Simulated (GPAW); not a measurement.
# Si K ELNES/XANES of TiSi2 (Cmcm) from DFT

How does the Si K edge of TiSi2 (Cmcm) move when the bonds are compressed or stretched?

Calculated with GPAW 26.7.0; X-ray absorption from dipole matrix elements to empty bands, plane-wave PAW LDA.

**1. Set-up**

The structure is orthorhombic, space group Cmcm (No. 63). The conventional cell has a = 3.530 Å, b = 13.519 Å, c = 3.565 Å, α = 90.00°, β = 90.00°, γ = 90.00°. Nearest to Ti lie 10 Si at 2.58 to 2.81 Å. Nearest to Si lie 4 Si at 2.51 Å and 4 Ti at 2.66 to 2.67 Å. Nearest to Si lie 2 Si at 2.38 Å and 6 Ti at 2.58 to 2.81 Å. Farther neighbours are not listed.

**2. Ground state of the crystal**

The ground state comes first: it tells whether the system has a gap, which decides how the excited electron is treated.

File scf.py:

```python
import numpy as np
from ase import Atoms
from ase.parallel import parprint, paropen
from gpaw import GPAW, PW, FermiDirac, Mixer, MixerDif, setup_paths
from gpaw.test import gen
setup_paths.insert(0, '.')
gen('Si', name='nch1s', xcname='LDA', corehole=(1, 0, 0), write_xml=True)
from gpaw.mpi import world
world.barrier()

atoms = Atoms('Ti2Si4',
    cell=[[1.76510502, -6.75928154, 0],
     [1.76510502, 6.75928154, 0],
     [0, 0, 3.56517397]],
    scaled_positions=[[0.10311808, 0.89688192, 0.25],
     [0.89688192, 0.10311808, 0.75],
     [0.75031482, 0.24968518, 0.25],
     [0.24968518, 0.75031482, 0.75],
     [0.44174855, 0.55825145, 0.25],
     [0.55825145, 0.44174855, 0.75]],
    pbc=True)
atoms.calc = calc = GPAW(legacy_gpaw=True, mode=PW(430, force_complex_dtype=True), xc='LDA', setups={2: 'nch1s'},
    kpts={'size': (7, 7, 7), 'gamma': True}, occupations=FermiDirac(0.05),
    charge=0, mixer=Mixer(0.1, 5, 50), maxiter=150,
    convergence={'density': 0.0001, 'eigenstates': 1e-6}, txt='scf.txt')
energy = atoms.get_potential_energy() + calc.get_reference_energy()
ef = calc.get_fermi_level()
out = dict(energy=energy, fermi=ef, forces=atoms.get_forces().tolist())
parprint(f'all-electron energy {energy:.4f} eV, Fermi level {ef:.4f} eV')
ev = np.array([[calc.get_eigenvalues(k, s) for k in range(len(calc.get_ibz_k_points()))] for s in range(calc.get_number_of_spins())])
out['homo'], out['lumo'], out['counts'] = ev[ev < ef].max(), ev[ev > ef].min(), sorted(set((ev < ef).sum((0, 2)).tolist()))
out['filled'] = (ev[:, 0] < ef).sum(1).tolist()
import json
with paropen('out.json', 'w') as f:
    json.dump(out, f)
```

Run with:

```
$ OMP_NUM_THREADS=1 mpirun -n 4 gpaw python scf.py
```

Numbers of over 12 decimals in the logs are rounded to 6 here.

The program printed:

```text
Input parameters:
  convergence: {density: 0.0001,
                eigenstates: 1e-06}
  kpts: {gamma: True,
         size: (7, 7, 7)}
  maxiter: 150
  mixer: {backend: pulay,
          beta: 0.1,
          method: separate,
          nmaxold: 5,
          weight: 50}
  mode: {ecut: 430.0,
         force_complex_dtype: True,
         name: pw}
  occupations: {fixmagmom: False,
                name: fermi-dirac,
                width: 0.05}
  setups: {2: nch1s}

Initialize ...

[... PAW data sets ...]

Reference energy: -77782.750859  # eV

Spin-paired calculation

[... convergence settings ...]
Symmetries present (total): 2
  [... symmetry matrices ...]

343 k-points: 7 x 7 x 7 Monkhorst-Pack grid
100 k-points in the irreducible part of the Brillouin zone
       k-points in crystal coordinates                weights
   0:     0.00000000    0.00000000    0.00000000          1/343
   1:     0.00000000    0.00000000    0.14285714          2/343
   2:     0.00000000    0.00000000    0.28571429          2/343
   3:     0.00000000    0.00000000    0.42857143          2/343
   4:     0.14285714   -0.14285714   -0.42857143          2/343
   5:     0.14285714   -0.14285714   -0.28571429          2/343
   6:     0.14285714   -0.14285714   -0.14285714          2/343
   7:     0.14285714   -0.14285714    0.00000000          2/343
   8:     0.14285714   -0.14285714    0.14285714          2/343
   9:     0.14285714   -0.14285714    0.28571429          2/343
          ...
  99:     0.42857143    0.42857143    0.42857143          4/343

Wave functions: Plane wave expansion
  Cutoff energy: 430.000 eV
  Number of coefficients (min, max): 1698, 1739
  Pulay-stress correction: 0.000000 eV/Ang^3 (de/decut=0.000000)
  Using FFTW library
  Wavefunction extrapolation:
    Improved wavefunction reuse through dual PAW basis

Occupation numbers: Fermi-Dirac:
  width: 0.0500  # eV

Eigensolver
   Davidson(niter=2)

Densities:
  Coarse grid: 35*35*18 grid
  Fine grid: 70*70*36 grid
  Total Charge: 0.000000

Density mixing:
  Method: separate
  Backend: pulay
  Linear mixing parameter: 0.1
  old densities: 5
  Width of damping distribution: 1.1
  Damping of long wavelength oscillations: 50

[... Hamiltonian set-up ...]
Number of atoms: 6
Number of atomic orbitals: 42
Number of bands in calculation: 28
Number of valence electrons: 40
Bands to converge: occupied

... initialized

Initializing position-dependent things.

Density initialized from atomic densities
Creating initial wave functions:
  28 bands from LCAO basis set

             Si
              Ti
          Si

           Si
       Ti
        Si

Atomic positions and initial magnetic moments

Positions:
   0 Ti     1.765105    5.365273    0.891293    ( 0.0000,  0.0000,  0.0000)
   1 Ti     1.765105   -5.365273    2.673880    ( 0.0000,  0.0000,  0.0000)
   2 Si     1.765105   -3.383897    0.891293    ( 0.0000,  0.0000,  0.0000)
   3 Si     1.765105    3.383897    2.673880    ( 0.0000,  0.0000,  0.0000)
   4 Si     1.765105    0.787476    0.891293    ( 0.0000,  0.0000,  0.0000)
   5 Si     1.765105   -0.787476    2.673880    ( 0.0000,  0.0000,  0.0000)

Unit cell:
           periodic     x           y           z      points  spacing
  1. axis:    yes    1.765105   -6.759282    0.000000    35     0.0976
  2. axis:    yes    1.765105    6.759282    0.000000    35     0.0976
  3. axis:    yes    0.000000    0.000000    3.565174    18     0.1981

  Lengths:   6.985949   6.985949   3.565174
  Angles:   90.000000  90.000000 150.729457

Effective grid spacing dv^(1/3) = 0.1568

iter:   1   -42.606177
iter:   2   -42.690573   -0.76  -1.25
iter:   3   -42.703226   -1.00  -1.28
iter:   4   -42.803924   -1.59  -1.71
iter:   5   -43.053733   -0.46  -1.76
iter:   6   -42.591663   -1.09  -1.60
iter:   7   -42.658606   -1.51  -2.27
iter:   8   -42.584687   -2.33  -2.05
iter:   9   -42.585538   -3.51  -2.45
iter:  10   -42.580978c  -2.36  -2.50
iter:  11   -42.579923c  -3.81  -2.97
iter:  12   -42.579818c  -4.77  -3.35
iter:  13   -42.579795c  -4.98  -3.46
iter:  14   -42.579816c  -5.06  -3.69
iter:  15   -42.579805c  -4.76  -3.68
iter:  16   -42.579789c  -6.27c -3.97
iter:  17   -42.579788c  -6.43c -4.41c

Converged after 17 iterations.

Dipole moment: (-0.000000, -0.000000, -0.000000) |e|*Ang

Energy contributions relative to reference atoms: (reference = -77782.750859)

Kinetic:        +40.049584
Potential:      -31.253046
External:        +0.000000
XC:             -51.192021
Entropy (-ST):   -0.012244
Local:           -0.178183
SIC:             +0.000000
--------------------------
Free energy:    -42.585910
Extrapolated:   -42.579788

Showing only first 2 kpts
 Kpt  Band  Eigenvalues  Occupancy
  0    18      7.80356    2.00000
  0    19     10.33206    0.00016
  0    20     10.54061    0.00000
  0    21     10.68524    0.00000

  1    18      8.51161    2.00000
  1    19      9.90079    0.62742
  1    20     10.26990    0.00057
  1    21     10.44452    0.00002

Fermi level: 9.86165

No gap
No difference between direct/indirect transitions

Forces in eV/Ang:
  0 Ti    0.00000   -0.01934    0.00000
  1 Ti    0.00000    0.01934   -0.00000
  2 Si    0.00000   -0.01244    0.00000
  3 Si    0.00000    0.01244   -0.00000
  4 Si    0.00000    0.12497   -0.00000
  5 Si    0.00000   -0.12497   -0.00000
Scalar-relativistic atomic LDA calculation for Si (Silicon, Z=14)
Core hole in 1s state (1s occupation: 2.0)
450 radial gridpoints.
|------------------------------------------------|
|------------------------------------------------|
[... the atom generator's iteration count ...]

Energy contributions:
-------------------------
Kinetic:     +289.200818
XC:           -19.595459
Potential:   -558.407745
-------------------------
Total:       -288.802385

state      eigenvalue         ekin         rmax
-----------------------------------------------
1s^2.0 :   -65.348349    92.179850        0.073
2s^2.0 :    -5.098251    13.047377        0.456
2p^6.0 :    -3.513548    12.237934        0.387
3s^2.0 :    -0.399754     1.628943        1.773
3p^2.0 :    -0.152955     1.030438        2.146
-----------------------------------------------
(units: Bohr and Hartree)

Generating PAW setup
Kinetic energy of the core from tauc = 284.492433
Cutoffs:
rc(s)=2.000
rc(p)=2.000
rc(d)=2.000
rc(vbar)=1.800
rc(comp)=2.000
rc(nct)=2.000

Kinetic energy of the core states: 283.882055
Charge: 0.0
Core electrons: 10.0
Valence electrons: 4.0
Pseudo-core charge: 0.185992
Shape function alpha=2.500
Pseudo-electron charge 4.425116
state    eigenvalue         norm
--------------------------------
3s(2) :    -0.399754     1.114161
*s    :     0.600246
3p(2) :    -0.152955     1.005401
*p    :     0.847045
*d    :     0.000000
--------------------------------

Diagonalizing with gridspacing h=0.050

state   all-electron     PAW
-------------------------------
3s:      -0.399754    -0.399911
3p:      -0.152955    -0.153089
*d:                    0.032715
*f:                    0.069217
-------------------------------
all-electron energy -77825.3306 eV, Fermi level 9.8616 eV
```

It took 55 s on 4 MPI ranks of Arm Neoverse V1, shared host; peak memory 0.24 GiB.

The mesh shows no gap, so the system is treated as a metal and the core electron is put at the Fermi level (neutral cell).

**3. Reference energy of the supercell**

The photon energy needs a difference of total energies, so the cell and mesh of the coming hole run are first run without a hole.

scf.py: that of step 2 with these lines changed.

```diff
@@ -10,15 +10,21 @@
 
-atoms = Atoms('Ti2Si4',
-    cell=[[1.76510502, -6.75928154, 0],
-     [1.76510502, 6.75928154, 0],
-     [0, 0, 3.56517397]],
-    scaled_positions=[[0.10311808, 0.89688192, 0.25],
-     [0.89688192, 0.10311808, 0.75],
-     [0.75031482, 0.24968518, 0.25],
-     [0.24968518, 0.75031482, 0.75],
-     [0.44174855, 0.55825145, 0.25],
-     [0.55825145, 0.44174855, 0.75]],
+atoms = Atoms('Ti4Si8',
+    cell=[[3.53021005, 0, 3.56517397],
+     [-3.53021005, 0, 3.56517397],
+     [1.76510502, -6.75928154, 0]],
+    scaled_positions=[[0.57344096, 0.67655904, 0.20623616],
+     [0.07344096, 0.17655904, 0.20623616],
+     [0.42655904, 0.32344096, 0.79376384],
+     [0.92655904, 0.82344096, 0.79376384],
+     [0.24984259, 0.00015741, 0.50062964],
+     [0.74984259, 0.50015741, 0.50062964],
+     [0.75015741, 0.99984259, 0.49937036],
+     [0.25015741, 0.49984259, 0.49937036],
+     [0.40412572, 0.84587428, 0.8834971],
+     [0.90412572, 0.34587428, 0.8834971],
+     [0.59587428, 0.15412572, 0.1165029],
+     [0.09587427, 0.65412572, 0.1165029]],
     pbc=True)
-atoms.calc = calc = GPAW(legacy_gpaw=True, mode=PW(430, force_complex_dtype=True), xc='LDA', setups={2: 'nch1s'},
-    kpts={'size': (7, 7, 7), 'gamma': True}, occupations=FermiDirac(0.05),
+atoms.calc = calc = GPAW(legacy_gpaw=True, mode=PW(430, force_complex_dtype=True), xc='LDA', setups={4: 'nch1s'},
+    kpts={'size': (5, 5, 4), 'gamma': True}, occupations=FermiDirac(0.1),
     charge=0, mixer=Mixer(0.1, 5, 50), maxiter=150,
```

The program printed:

```text
Input parameters:
  convergence: {density: 0.0001,
                eigenstates: 1e-06}
  kpts: {gamma: True,
         size: (5, 5, 4)}
  maxiter: 150
  mixer: {backend: pulay,
          beta: 0.1,
          method: separate,
          nmaxold: 5,
          weight: 50}
  mode: {ecut: 430.0,
         force_complex_dtype: True,
         name: pw}
  occupations: {fixmagmom: False,
                name: fermi-dirac,
[...]
3s(2) :    -0.399754     1.114161
*s    :     0.600246
3p(2) :    -0.152955     1.005401
*p    :     0.847045
*d    :     0.000000
--------------------------------

Diagonalizing with gridspacing h=0.050

state   all-electron     PAW
-------------------------------
3s:      -0.399754    -0.399911
3p:      -0.152955    -0.153089
*d:                    0.032715
*f:                    0.069217
-------------------------------
all-electron energy -155650.6592 eV, Fermi level 9.8646 eV
[key lines of the parts left out:]
Converged after 19 iterations.
Dipole moment: (-0.000000, -0.000000, 0.000000) |e|*Ang
Free energy:    -85.213032
Fermi level: 9.86462
```

Wall time 73 s (4 MPI ranks); peak memory 0.29 GiB.

Reference energy: -155650.659 eV with the cores included.

[end of part 1 of 3]

[Banner, clock and machine lines of the logs are left out without a mark of their own.]

[Logs are printed without paths, hosts, clocks, repeated set-up lines and the standing remarks that a program may print on its own settings, such as how far it seeks lower states.]

[Hosts, paths, dates, database ids (printed as entryN), source tags and the programs' standing remarks are cut or masked in the printed files.]

[Lists of maxima count a maximum above −3 eV only where it reaches 4 % of the highest in the window and stands out from its surroundings by 2 % of it (1.5 % where it reaches 55 %); shoulders and weaker maxima are passed over, and of the rest the first, up to two pre-edge ones and the few strongest are named.]
